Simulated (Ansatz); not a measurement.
# How fast states decay through YInH2O4

A new crystal, YInH2O4: structure, gap and complex bands. It is built by putting In for part of the Y in the YHO2 structure of space group P2_1/m, with the volume rescaled by atomic radii. The parent structure comes from the Materials Project.

Program: Ansatz 0.2.0. Level of theory: PBE DFT, plane waves, PAW files, in the first sound run; inputs show where later runs differ. Results are calculated unless marked as measured.

The structure was built from a prototype and need not be the compound's stable phase.

**1. Set-up**

The structure is monoclinic, space group Pm (No. 6). The conventional cell has a = 4.087 Å, b = 3.452 Å, c = 5.664 Å, α = 90.00°, β = 109.01°, γ = 90.00°. In has 7 O at 2.15 to 2.32 Å nearest. Y has 7 O at 2.15 to 2.32 Å and 3 H at 2.73 to 2.85 Å nearest. H has 6 O at 0.92 to 2.83 Å and 2 H at 1.97 Å and 2 In at 2.73 Å and 1 Y at 2.85 Å nearest. H has 5 O at 0.92 to 2.65 Å and 2 H at 1.97 Å and 2 Y at 2.73 Å nearest. Nearest to O lie 2 In at 2.15 Å and 2 Y at 2.16 to 2.19 Å. Nearest to O lie 2 Y at 2.15 Å and 2 In at 2.16 to 2.19 Å. It derives from YHO2. In for part of the Y in the YHO2 structure of space group P2_1/m. Farther neighbours and most contacts between anions are not listed.

**2. Relaxing the new crystal**

The substituted atoms don't fit the parent's cell, so cell and atoms relax together. A small smearing keeps the run stable in case the gap closes on the way.

File input.yaml:

```yaml
crystal:
  lattice:
    - [4.0868659704, 0.0, 0.0]
    - [0.0, 3.4524390502, 0.0]
    - [-1.8454096463, 0.0, 5.355358617]
  atoms:
    - { symbol: In, position: [0.33175804, 0.75, 0.68921064] }
    - { symbol: "Y", position: [0.66824196, 0.25, 0.31078936] }
    - { symbol: H, position: [0.01745802, 0.25, 0.92024571] }
    - { symbol: H, position: [0.98254198, 0.75, 0.07975429] }
    - { symbol: O, position: [0.23380397, 0.25, 0.44888781] }
    - { symbol: O, position: [0.76619603, 0.75, 0.55111219] }
    - { symbol: O, position: [0.24857156, 0.25, 0.93789768] }
    - { symbol: O, position: [0.75142844, 0.75, 0.06210232] }
kpoints:
  mp_grid: { grid: [6, 6, 4] }
scf:
  occupations: { method: gaussian, width: 0.03 }
hamiltonian:
  xc: pbe
output:
  forces: true
  stress: true
relax:
  f_tol: 0.02
  max_steps: 60
  cell: {}
```

Started as:

```bash
$ ansatz run input.yaml --threads 2 --pin off --max-ram 4096MiB --backend cpu --events-out ev --progress --plain --runs-dir out
```

Numbers of over 12 decimals in the logs are rounded to 6 here.

The program printed:

```text
Engine: ansatz 0.2.0, aarch64-unknown-linux-gnu
Pseudopotentials: kind: paw
Pseudopotential: In, paw, valence charge 13, recommended cutoff 420 eV (normal), In.paw.azcp
Pseudopotential: Y, paw, valence charge 11, recommended cutoff 420 eV (normal), Y.paw.azcp
Pseudopotential: H, paw, valence charge 1, recommended cutoff 420 eV (normal), H.paw.azcp
Pseudopotential: O, paw, valence charge 6, recommended cutoff 420 eV (normal), O.paw.azcp
Functional definition: PBE
  parameter kappa = 0.804
  parameter beta = 0.066725
  exchange = pbe_x(kappa = kappa, mu = beta*pi^2/3)
  correlation = pbe_c(beta = beta)
Crystal: 8 atoms, lattice volume = 75.562 Å³
Basis set: ecut = 420 eV, 1459 PW (Γ), exchange–correlation on 60×48×80 points (8 copies of the dense FFT grid, shifted against one another)
Bands: 33, of which v1, the nominal top of the filled ones, is band 25 counted from 1 (24 counted from 0)
Symmetry: 2 space group operations
Space group: Pm (ITA 6), of the structure as read, at distance tolerance 4.2e-5 Å
k-points: 56 of 144 (time reversal used)
Non-local potential: In, projectors of the file, l = 0: 2, l = 1: 2, l = 2: 2, l = 3: 2
Non-local potential: Y, projectors of the file, l = 0: 3, l = 1: 2, l = 2: 2, l = 3: 1
Non-local potential: H, projectors of the file, l = 0: 2, l = 1: 1
Non-local potential: O, projectors of the file, l = 0: 2, l = 1: 2, l = 2: 1
PAW form: soft (Blöchl's): semilocal exchange-correlation on the pseudo side does not see the compensation charge
PAW one-centre angular grid: In, 590 points (default); XC on 64 Gauss nodes
PAW one-centre angular grid: Y, 590 points (default); XC on 64 Gauss nodes
PAW one-centre angular grid: H, 110 points (default); XC on 64 Gauss nodes
PAW one-centre angular grid: O, 110 points (default); XC on 64 Gauss nodes
Initial density: superposition of atomic densities (neutral atoms: chi_scale 0, normalization atom), corrected by the library's trained network
Initial wavefunctions: pseudopotential atomic-orbital guess
Functional: x = pbe(κ = 0.804, μ = 0.219515), c = pbe(β = 0.066725)
SCF iter   1: F=—  HF=-11752.718374 eV  |F-HF|=—  |Δ(HF+E_count)|=         —  Δρ=3.54e-3  dr2=6.73e-3  ethr=1.77e-3  ⟨swp⟩=6.0  Hψ=8344  notcnv=0  defer=7
preconditioner: auto → Resta (q_TF=auto, 2.547 Å⁻¹)  ε∞=3.9  [insulator: Δε(μ)=2.453 eV  Ē_g=17.309 eV  σ=0.030 eV  W_gap=1.00  n_scr=26 (ndim 8)  ℏωp=29.6 eV  f_vac=0.016  D(μ)=0.00/eV (n_scr^D=0)  ε∞_Penn≈3.9]
SCF iter   2: F=—  HF=-11752.715936 eV  |F-HF|=—  |Δ(HF+E_count)|=   2.44e-3  Δρ=1.74e-3  dr2=1.05e-3  ethr=1.35e-5  ⟨swp⟩=2.3  Hψ=3565  notcnv=0  defer=122
SCF iter   3: F=—  HF=-11752.715648 eV  |F-HF|=—  |Δ(HF+E_count)|=   2.88e-4  Δρ=7.92e-4  dr2=3.36e-4  ethr=2.11e-6  ⟨swp⟩=2.3  Hψ=2658  notcnv=0  defer=122
SCF iter   4: F=—  HF=-11752.715508 eV  |F-HF|=—  |Δ(HF+E_count)|=   1.40e-4  Δρ=2.61e-4  dr2=4.00e-5  ethr=6.73e-7  ⟨swp⟩=2.1  Hψ=2943  notcnv=0  defer=122
SCF iter   5: F=—  HF=-11752.715409 eV  |F-HF|=—  |Δ(HF+E_count)|=   9.95e-5  Δρ=1.00e-4  dr2=5.96e-6  ethr=8.01e-8  ⟨swp⟩=2.2  Hψ=2761  notcnv=0  defer=122
SCF iter   6: F=—  HF=-11752.715409 eV  |F-HF|=—  |Δ(HF+E_count)|=   5.63e-7  Δρ=2.94e-5  dr2=5.33e-7  ethr=1.19e-8  ⟨swp⟩=2.6  Hψ=3112  notcnv=0  defer=122
SCF iter   7: F=-11752.715409 eV  HF=-11752.715409 eV  |F-HF|=6.38e-9  |Δ(HF+E_count)|=   7.82e-8  Δρ=1.20e-5  dr2=6.67e-8  ethr=2.00e-10  ⟨swp⟩=5.8  Hψ=6925  notcnv=0
SCF 1 converged in 7 iterations: F = -11752.715409 eV  dr2 = 6.67e-8
  greatest PAW one-centre occupation: 0.994 electrons in one spin orbital (limit 2), on the Y atom at site 1 (counted from 0), in its partial waves of l = 0
relax step   1: F+E_penalty+E_count = -11752.71540917 eV  Δ(F+E_penalty+E_count) = +0.000e0 eV  max|allowed force component| = 3.040e0 eV/Å  Δτ_max = 0.0000 Å  P = +26.724 GPa  Ω = 75.562 Å³  (7 SCF iters, dr2 threshold 1.00e-7 eV, accepted)
Crystal: 8 atoms, lattice volume = 86.048 Å³
Basis set: ecut = 420 eV, 1673 PW (Γ), exchange–correlation on 60×48×80 points (8 copies of the dense FFT grid, shifted against one another)
Initial density: handed on by an earlier stage of this run
Initial wavefunctions: those handed on with the density
iter 1 solved again at ethr=1.08e-3 eV; its pass at ethr=3.10e-3 eV (dr2=5.39e-1 eV) is discarded
SCF iter   1: F=—  HF=-11753.656320 eV  |F-HF|=—  |Δ(HF+E_count)|=         —  Δρ=2.22e-2  dr2=5.29e-1  ethr=1.08e-3  ⟨swp⟩=1.7  Hψ=10017  notcnv=0
preconditioner: auto → Resta (q_TF=auto, 2.492 Å⁻¹)  ε∞=3.9  [insulator: Δε(μ)=1.637 eV  Ē_g=16.389 eV  σ=0.030 eV  W_gap=1.00  n_scr=26 (ndim 8)  ℏωp=27.7 eV  f_vac=0.056  D(μ)=0.00/eV (n_scr^D=0)  ε∞_Penn≈3.9]
SCF iter   2: F=—  HF=-11753.532710 eV  |F-HF|=—  |Δ(HF+E_count)|=   1.24e-1  Δρ=9.01e-3  dr2=1.07e-1  ethr=1.06e-3  ⟨swp⟩=2.1  Hψ=2853  notcnv=0
SCF iter   3: F=—  HF=-11753.514303 eV  |F-HF|=—  |Δ(HF+E_count)|=   1.84e-2  Δρ=4.47e-3  dr2=2.49e-2  ethr=2.13e-4  ⟨swp⟩=2.9  Hψ=3501  notcnv=0  defer=83
SCF iter   4: F=—  HF=-11753.512519 eV  |F-HF|=—  |Δ(HF+E_count)|=   1.78e-3  Δρ=1.51e-3  dr2=2.30e-3  ethr=4.99e-5  ⟨swp⟩=2.1  Hψ=2820  notcnv=0  defer=86
SCF iter   5: F=—  HF=-11753.513723 eV  |F-HF|=—  |Δ(HF+E_count)|=   1.20e-3  Δρ=1.21e-3  dr2=1.09e-3  ethr=4.61e-6  ⟨swp⟩=2.0  Hψ=3396  notcnv=0  defer=126
SCF iter   6: F=—  HF=-11753.513693 eV  |F-HF|=—  |Δ(HF+E_count)|=   3.01e-5  Δρ=2.36e-4  dr2=4.75e-5  ethr=2.18e-6  ⟨swp⟩=2.0  Hψ=2571  notcnv=0  defer=126
SCF iter   7: F=—  HF=-11753.513827 eV  |F-HF|=—  |Δ(HF+E_count)|=   1.35e-4  Δρ=1.71e-4  dr2=2.20e-5  ethr=9.50e-8  ⟨swp⟩=2.3  Hψ=2837  notcnv=0  defer=126
SCF iter   8: F=—  HF=-11753.513829 eV  |F-HF|=—  |Δ(HF+E_count)|=   1.56e-6  Δρ=4.38e-5  dr2=1.39e-6  ethr=4.41e-8  ⟨swp⟩=2.0  Hψ=2737  notcnv=0  defer=126
SCF iter   9: F=-11753.513831 eV  HF=-11753.513831 eV  |F-HF|=1.89e-7  |Δ(HF+E_count)|=   1.90e-6  Δρ=1.05e-5  dr2=1.04e-7  ethr=1.60e-9  ⟨swp⟩=4.7  Hψ=5631  notcnv=0
SCF 2 converged in 9 iterations: F = -11753.513831 eV  dr2 = 1.04e-7
relax step   2: F+E_penalty+E_count = -11753.51383080 eV  Δ(F+E_penalty+E_count) = -7.984e-1 eV  max|allowed force component| = 8.217e-1 eV/Å  Δτ_max = 0.0788 Å  P = -0.150 GPa  Ω = 86.048 Å³  energy of the carried Pulay correction = -4.762e-2 eV  (9 SCF iters, dr2 threshold 8.00e-7 eV, accepted)
Crystal: 8 atoms, lattice volume = 86.088 Å³
Basis set: ecut = 420 eV, 1677 PW (Γ), exchange–correlation on 60×48×80 points (8 copies of the dense FFT grid, shifted against one another)
iter 1 solved again at ethr=6.24e-5 eV; its pass at ethr=3.10e-3 eV (dr2=3.12e-2 eV) is discarded
[...]
relax step   6: F+E_penalty+E_count = -11753.55568989 eV  Δ(F+E_penalty+E_count) = +3.795e-4 eV  max|allowed force component| = 5.405e-2 eV/Å  Δτ_max = 0.0178 Å  P = -0.072 GPa  Ω = 85.638 Å³  energy of the carried Pulay correction = -4.587e-2 eV  (5 SCF iters, dr2 threshold 5.17e-7 eV, accepted)
relax step   7: F+E_penalty+E_count = -11753.55630622 eV  Δ(F+E_penalty+E_count) = -6.163e-4 eV  max|allowed force component| = 4.645e-2 eV/Å  Δτ_max = 0.0066 Å  P = +0.004 GPa  Ω = 85.565 Å³  energy of the carried Pulay correction = -4.556e-2 eV  (6 SCF iters, dr2 threshold 1.83e-7 eV, accepted)
relax step   8: F+E_penalty+E_count = -11753.55641261 eV  Δ(F+E_penalty+E_count) = -1.064e-4 eV  max|allowed force component| = 2.477e-2 eV/Å  Δτ_max = 0.0101 Å  P = +0.033 GPa  Ω = 85.548 Å³  energy of the carried Pulay correction = -4.549e-2 eV  (6 SCF iters, dr2 threshold 1.35e-7 eV, accepted)
relax step   9: F+E_penalty+E_count = -11753.55635410 eV  Δ(F+E_penalty+E_count) = +5.851e-5 eV  max|allowed force component| = 6.392e-3 eV/Å  Δτ_max = 0.0054 Å  P = -0.022 GPa  Ω = 85.590 Å³  energy of the carried Pulay correction = -4.566e-2 eV  (6 SCF iters, dr2 threshold 3.84e-8 eV, accepted)
relax step  10: F+E_penalty+E_count = -11753.64078399 eV  Δ(F+E_penalty+E_count) = -8.443e-2 eV  max|allowed force component| = 7.782e-3 eV/Å  Δτ_max = 0.0000 Å  P = +1.314 GPa  Ω = 85.590 Å³  stress off target by 1.49e0 GPa  SCF on the basis re-selected at this cell (its energy is not comparable with the rows above)  (9 SCF iters)
relax step  11: F+E_penalty+E_count = -11753.63619733 eV  Δ(F+E_penalty+E_count) = +4.587e-3 eV  max|allowed force component| = 5.539e-2 eV/Å  Δτ_max = 0.0238 Å  P = -0.820 GPa  Ω = 87.198 Å³  energy of the carried Pulay correction = -7.071e-3 eV  (7 SCF iters, dr2 threshold 8.00e-7 eV, accepted)
relax step  12: F+E_penalty+E_count = -11753.64096076 eV  Δ(F+E_penalty+E_count) = -4.763e-3 eV  max|allowed force component| = 1.384e-2 eV/Å  Δτ_max = 0.0166 Å  P = -0.000 GPa  Ω = 86.628 Å³  energy of the carried Pulay correction = -4.430e-3 eV  (6 SCF iters, dr2 threshold 8.00e-7 eV, accepted)
relax step  13: F+E_penalty+E_count = -11753.64080406 eV  Δ(F+E_penalty+E_count) = +1.567e-4 eV  max|allowed force component| = 3.085e-2 eV/Å  Δτ_max = 0.0128 Å  P = +0.003 GPa  Ω = 86.675 Å³  energy of the carried Pulay correction = -4.635e-3 eV  (7 SCF iters, dr2 threshold 6.89e-9 eV, accepted)
relax step  14: F+E_penalty+E_count = -11753.64090855 eV  Δ(F+E_penalty+E_count) = -1.045e-4 eV  max|allowed force component| = 5.845e-3 eV/Å  Δτ_max = 0.0043 Å  P = +0.015 GPa  Ω = 86.661 Å³  energy of the carried Pulay correction = -4.572e-3 eV  (5 SCF iters, dr2 threshold 5.95e-8 eV, accepted)
relax step  15: F+E_penalty+E_count = -11753.64553128 eV  Δ(F+E_penalty+E_count) = -4.623e-3 eV  max|allowed force component| = 5.657e-3 eV/Å  Δτ_max = 0.0000 Å  P = +0.041 GPa  Ω = 86.661 Å³  stress off target by 7.09e-2 GPa  SCF on the basis re-selected at this cell (its energy is not comparable with the rows above)  (7 SCF iters)
relax step  16: F+E_penalty+E_count = -11753.64544164 eV  Δ(F+E_penalty+E_count) = +8.964e-5 eV  max|allowed force component| = 2.384e-3 eV/Å  Δτ_max = 0.0006 Å  P = +0.003 GPa  Ω = 86.685 Å³  energy of the carried Pulay correction = -9.786e-5 eV  (5 SCF iters, dr2 threshold 1.26e-8 eV, accepted)
iter 1 solved again at ethr=1.89e-8 eV; its pass at ethr=3.10e-3 eV (dr2=9.46e-6 eV) is discarded
SCF iter   1: F=—  HF=-11753.645514 eV  |F-HF|=—  |Δ(HF+E_count)|=         —  Δρ=1.84e-5  dr2=1.48e-8  ethr=1.89e-8  ⟨swp⟩=4.2  Hψ=14111  notcnv=0
preconditioner: auto → Resta (q_TF=auto, 2.489 Å⁻¹)  ε∞=3.9  [insulator: Δε(μ)=1.920 eV  Ē_g=16.289 eV  σ=0.030 eV  W_gap=1.00  n_scr=26 (ndim 8)  ℏωp=27.6 eV  f_vac=0.028  D(μ)=0.00/eV (n_scr^D=0)  ε∞_Penn≈3.9]
SCF iter   2: F=—  HF=-11753.645534 eV  |F-HF|=—  |Δ(HF+E_count)|=   1.98e-5  Δρ=9.27e-6  dr2=5.31e-9  ethr=2.96e-11  ⟨swp⟩=3.0  Hψ=3855  notcnv=0
SCF iter   3: F=—  HF=-11753.645535 eV  |F-HF|=—  |Δ(HF+E_count)|=   8.54e-7  Δρ=4.43e-6  dr2=1.25e-9  ethr=1.06e-11  ⟨swp⟩=2.0  Hψ=2869  notcnv=0
SCF iter   4: F=—  HF=-11753.645535 eV  |F-HF|=—  |Δ(HF+E_count)|=   2.18e-7  Δρ=1.55e-6  dr2=3.06e-10  ethr=2.50e-12  ⟨swp⟩=2.0  Hψ=2805  notcnv=0
SCF iter   5: F=-11753.645535 eV  HF=-11753.645535 eV  |F-HF|=2.18e-11  |Δ(HF+E_count)|=   2.80e-8  Δρ=1.99e-7  dr2=3.97e-11  ethr=1.00e-12  ⟨swp⟩=3.1  Hψ=7152  notcnv=0
SCF 17 converged in 5 iterations: F = -11753.645535 eV  dr2 = 3.97e-11
relax step  17: F+E_penalty+E_count = -11753.64553533 eV  Δ(F+E_penalty+E_count) = -9.369e-5 eV  max|allowed force component| = 2.428e-3 eV/Å  Δτ_max = 0.0000 Å  P = +0.003 GPa  Ω = 86.685 Å³  stress off target by 1.23e-2 GPa  SCF on the basis re-selected at this cell (its energy is not comparable with the rows above)  (5 SCF iters)
basis re-selected at this cell: Δ(F+E_penalty+E_count) = -9.369e-5 eV, ΔP = +0.000 GPa vs the last step (what re-selecting the basis moved, of the pressure what is left beyond the Pulay correction that the steps carried, after the strain that the cell walked since its last selection, with what the two solves' SCF thresholds leave and, on support functions, any second-order correction that the steps lacked; it is no m [...]
SCF converged after 5 iterations
Free energy (F): -11753.645535 eV
Harris-Foulkes:  -11753.645535 eV  (|F-HF|=2.18e-11)
Internal energy: -11753.645535 eV  (E = F + TS)
E sigma→0 (E₀):  -11753.645535 eV
Fermi energy:    8.332649 eV
--- Per-component energies (eV) ---
  E_band       = -155.562006
  E_kinetic    = 1280.707078
  E_local      = -3124.807205  (includes V_loc(G=0)·N_el)
  E_nonlocal   = 616.171829
  E_hartree    = 1140.757457
  E_xc         = -701.631021
  E_vxc        = -698.455698  (∫ρ·V_xc dr)
  E_paw        = -7620.310776  (= ΣΔE_a)
  E_vpaw       = -510.700402  (= ΣTr[D̂ρ^β])
  E_aug_tail   = 0.007316  (compensation charges beyond the density's cutoff)
  E_ewald      = -3344.540213
  E_smearing   = -0.000000  (= −TS)
  E_closure    = 0.000000  (closes the sum)
  Σ components = -11753.645535   (vs F -11753.645535, Δ=0.00e0)
--- Forces (eV/Å), atoms counted from 1 ---
  atom   1  In    -0.00205590     0.00000000    -0.00128270
  atom   2  Y     -0.00191042    -0.00000000    -0.00003805
  atom   3  H     -0.00003769     0.00000000    -0.00061822
  atom   4  H      0.00102194    -0.00000000    -0.00015976
  atom   5  O      0.00122488    -0.00000000     0.00047619
  atom   6  O      0.00084234    -0.00000000     0.00067174
  atom   7  O      0.00108437    -0.00000000     0.00242756
  atom   8  O     -0.00017252     0.00000000    -0.00147970
  max |Σ_I F_I| component: 2.99e-6 eV/Å
--- Stress (GPa, compression-positive) ---
        0.008083       0.000000      -0.007718
        0.000000       0.003343      -0.000000
       -0.007718      -0.000000      -0.001930
  P = ⅓ Tr σ = 0.0032 GPa (0.032 kbar)
--- Relaxed structure (14 steps of the walk, 14 accepted, 3 SCFs on fresh bases) ---
  F+E_penalty+E_count = -11753.64553533 eV   max|allowed force component| = 2.428e-3 eV/Å   (the final SCF, on the basis selected at the relaxed cell)
  cell:  # Å, volume = 86.6854 Å³
    - [4.338313, 5.737980586233131e-18, -0.025842]
    - [4.847241966993562e-18, 3.602131, -2.747444320936016e-17]
    - [-1.992812, -4.5208804848654e-17, 5.558961]
  atoms:
    - { symbol: In, position: [0.336557, 0.750000, 0.697777] }
    - { symbol: Y, position: [0.674122, 0.250000, 0.321652] }
    - { symbol: H, position: [0.014614, 0.250000, 0.899358] }
    - { symbol: H, position: [0.957167, 0.750000, 0.046181] }
    - { symbol: O, position: [0.244205, 0.250000, 0.461965] }
    - { symbol: O, position: [0.779897, 0.750000, 0.568763] }
    - { symbol: O, position: [0.251558, 0.250000, 0.941495] }
    - { symbol: O, position: [0.741881, 0.750000, 0.062810] }
```

Run time: 1.8 min. Hardware: 2 threads of Arm Neoverse V2, shared host; peak memory 0.43 GiB; 3.5 min of CPU time.

Step by step:

```
step  energy less that of the first step (eV)  largest force component (eV/Å)  pressure (GPa)  volume (Å³)
   1                                   0.0000                          3.0405           26.72        75.56
   2                                  -0.7984                          0.8217           -0.15        86.05
   3                                  -0.8322                          0.3586           -0.87        86.09
   4                                  -0.8383                          0.1278           -0.15        85.48
   5                                  -0.8407                          0.0579            0.15        85.46
   6                                  -0.8403                          0.0540           -0.07        85.64
   7                                  -0.8409                          0.0464            0.00        85.57
   8                                  -0.8410                          0.0248            0.03        85.55
   9                                  -0.8409                          0.0064           -0.02        85.59
 10*                                  -0.9254                          0.0078            1.31        85.59
  11                                  -0.9208                          0.0554           -0.82        87.20
  12                                  -0.9256                          0.0138            0.00        86.63
  13                                  -0.9254                          0.0309            0.00        86.68
  14                                  -0.9255                          0.0058            0.01        86.66
 15*                                  -0.9301                          0.0057            0.04        86.66
  16                                  -0.9300                          0.0024            0.00        86.69
 17*                                  -0.9301                          0.0024            0.00        86.69
```

Relaxation steps marked * repeat the geometry before them on a plane-wave basis chosen anew for their cell, so energy and pressure can jump there.

The run keeps the 2 symmetry operations that it works with, so distortions that break them were not tested.

```
     cell as run  before   after   change
           a (Å)   4.087   4.338   +6.2 %
           b (Å)   3.452   3.602   +4.3 %
           c (Å)   5.664   5.905   +4.3 %
           β (°)  109.01  110.06   +1.0 %
volume (Å³/atom)    9.45   10.84  +14.7 %
```

The atoms that moved most (Å, as changes of fractional coordinates times the final cell):

```
atom      dx     dy      dz  length
  H4  -0.043  0.000  -0.186   0.191
  H3   0.029  0.000  -0.116   0.120
  O6   0.024  0.000   0.098   0.101
  O5   0.019  0.000   0.072   0.075
  Y2   0.004  0.000   0.060   0.060
 In1   0.004  0.000   0.047   0.048
  O8  -0.043  0.000   0.004   0.043
  O7   0.006  0.000   0.020   0.021
```

This step gave:

| Property | Result |
| --- | --- |
| free energy | -11753.6455 eV |
| Fermi energy | 8.333 eV |
| pressure | 0.003165 GPa |

The largest force component on a free atom ends at 0.0024 eV/Å.

(Continued in part 2 of 4.)

[Logs are printed without paths, hosts, clocks, repeated set-up lines and the standing remarks that a program may print on its own settings, such as how far it seeks lower states.]

[Hosts, paths, dates, database ids (printed as entryN), source tags and the programs' standing remarks are cut or masked in the printed files.]

[New means built here by substitution; the compound itself may be known and measured.]
